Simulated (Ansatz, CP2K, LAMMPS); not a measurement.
**Other levels on glassy 74SiO2-15ZnO-11Na2O (mol %) (77 atoms)**

Density of this cell: 2.67 g/cm³. The cell holds 77 atoms: 20 Si, 4 Zn, 6 Na and 47 O. Its edges and angles: a = 10.212 Å, b = 10.212 Å, c = 10.212 Å, α = 90.0°, β = 90.0°, γ = 90.0°. 77 atoms (20 Si, 4 Zn, 6 Na, 47 O) placed at random at 2.58 g/cm³, melted at 4000 K for 10 ps at fixed volume with the Morse and Coulomb pair potential with partial charges (Pedone, Malavasi, Menziani, Cormack and Segre, J. Phys. Chem. B 110, 11780 (2006)). Quenched from 4000 K to 300 K at 50 K/ps and fixed volume, held 10 ps at zero pressure, then minimised at fixed cell.

Geometry: as built.

The reference, a calculation:

- method: Kohn-Sham DFT, PBE, PAW, plane waves (Ansatz 0.2.0); cutoff 420 eV, Γ point, fermi-dirac smearing of 0.05 eV; PAW set soft_2
- r.m.s. force component: 0.9609 eV/Å
- longest force: 3.659 eV/Å
- pressure: 5.858 GPa
- gap (highest filled to lowest empty level): 2.589 eV
- SCF cycles: 9
- time: 17 s on 4 threads of Arm Neoverse V1, shared host
- CPU time: 58 s

Q: Estimate the differences from the reference, the CPU time and the memory of each run.
- CP2K GFN1-xTB, OT DIIS (CP2K 2026.2; 1 thread)
- CP2K PBE, SZV-MOLOPT-SR, 1200/60 Ry, TRS4 filter 1e-07, SCF 1e-07 (CP2K 2026.2; 2 threads)
- CP2K PBE, SZV-MOLOPT-SR, 1200/60 Ry, TRS4 filter 1e-04, SCF 1e-05 (CP2K 2026.2; 2 threads)
- CP2K PBE, SZV-MOLOPT-SR, 1200/60 Ry, OT DIIS (CP2K 2026.2; 2 threads)
- CP2K PBE+D4, DZVP-MOLOPT-SR, 1200/60 Ry, OT DIIS (CP2K 2026.2; 2 threads)
- CP2K PBE, DZVP-MOLOPT-SR, 840/60 Ry, OT DIIS (CP2K 2026.2; 4 MPI ranks)
- CP2K PBE, DZVP-MOLOPT-SR, 1200/60 Ry, OT DIIS (CP2K 2026.2; 2 threads)
- CP2K PBE, SZV-MOLOPT-SR, 1200/60 Ry, TRS4 filter 1e-03, SCF 1e-04 (CP2K 2026.2; 2 threads)

Differences are against the plane-wave reference, forces as r.m.s. over components; share is that over the reference's r.m.s. force, slope the least-squares factor from reference forces to these. Total energies of different programs have different zeros and aren't compared.

| run | Δ force, r.m.s. (meV/Å) | share (%) | slope | Δ pressure (GPa) | Δ gap (eV) | cores | CPU time | memory (GiB) |
| --- | --- | --- | --- | --- | --- | --- | --- | --- |
| reference | - | - | - | - | - | 4 | 58 s | 1.3 |
| CP2K GFN1-xTB, OT DIIS | 903 | 93.9 | 1.257 | -27.3 | - | 1 | 6 s | 0.41 |
| CP2K PBE, SZV-MOLOPT-SR, 1200/60 Ry, TRS4 filter 1e-07, SCF 1e-07 (coarse) | 1106 | 115 | 1.736 | 18.8 | - | 2 | 2.4 min | 3.5 |
| CP2K PBE, SZV-MOLOPT-SR, 1200/60 Ry, TRS4 filter 1e-04, SCF 1e-05 (coarse) | 1112 | 116 | 1.742 | 18.9 | - | 2 | 1.8 min | 3.5 |
| CP2K PBE, SZV-MOLOPT-SR, 1200/60 Ry, OT DIIS (coarse) | 1105 | 115 | 1.735 | 18.8 | -0.817 | 2 | 10 min | 3.5 |
| CP2K PBE+D4, DZVP-MOLOPT-SR, 1200/60 Ry, OT DIIS | 115 | 11.9 | 0.981 | -1.55 | -0.117 | 2 | 14 min | 3.7 |
| CP2K PBE, DZVP-MOLOPT-SR, 840/60 Ry, OT DIIS (coarse) | 131 | 13.6 | 0.981 | 0.0545 | -0.119 | 4 | 12 min | 3.5 |
| CP2K PBE, DZVP-MOLOPT-SR, 1200/60 Ry, OT DIIS | 109 | 11.4 | 0.982 | 0.0393 | -0.117 | 2 | 14 min | 3.7 |
| CP2K PBE, SZV-MOLOPT-SR, 1200/60 Ry, TRS4 filter 1e-03, SCF 1e-04 (coarse) | 1109 | 115 | 1.716 | 20.7 | - | 2 | 93 s | 3.5 |

Rows marked coarse were listed beforehand as settings not expected to be converged; some can still land near the reference.

CPU time is summed over cores on a shared host, where runs went side by side, so it is rough. Symmetry, cutoffs, thresholds, outputs and thread counts weren't matched or tuned between programs; memory under MPI is the largest rank's times the ranks.

The PBE run in local orbitals, coarse settings apart, differs by 11 % (CP2K PBE, DZVP-MOLOPT-SR, 1200/60 Ry, OT DIIS); basis, grid and potentials can all enter. Tight binding differs by 94 % (CP2K GFN1-xTB, OT DIIS); it is another model, with fitted parameters of its own, and the xTB methods hold dispersion. Rows with another functional or a dispersion term differ by 12 % (CP2K PBE+D4, DZVP-MOLOPT-SR, 1200/60 Ry, OT DIIS), which mixes the change of model with differences of basis and potentials. Runs with settings chosen to be coarse differ by 14 % (CP2K PBE, DZVP-MOLOPT-SR, 840/60 Ry, OT DIIS) to 116 % (CP2K PBE, SZV-MOLOPT-SR, 1200/60 Ry, TRS4 filter 1e-04, SCF 1e-05), their programs' other errors included. Periodic xTB results under one method name differ between programs and library versions. The network of bonds at the start is that of the classical potential that made the cell, and needn't be the one that DFT or experiment would give. The electronic-structure runs sample only Γ, in a cell whose shortest periodic width is 10 Å.

[Hosts, paths, dates, database ids (printed as entryN), source tags and the programs' standing remarks are cut or masked in the printed files.]
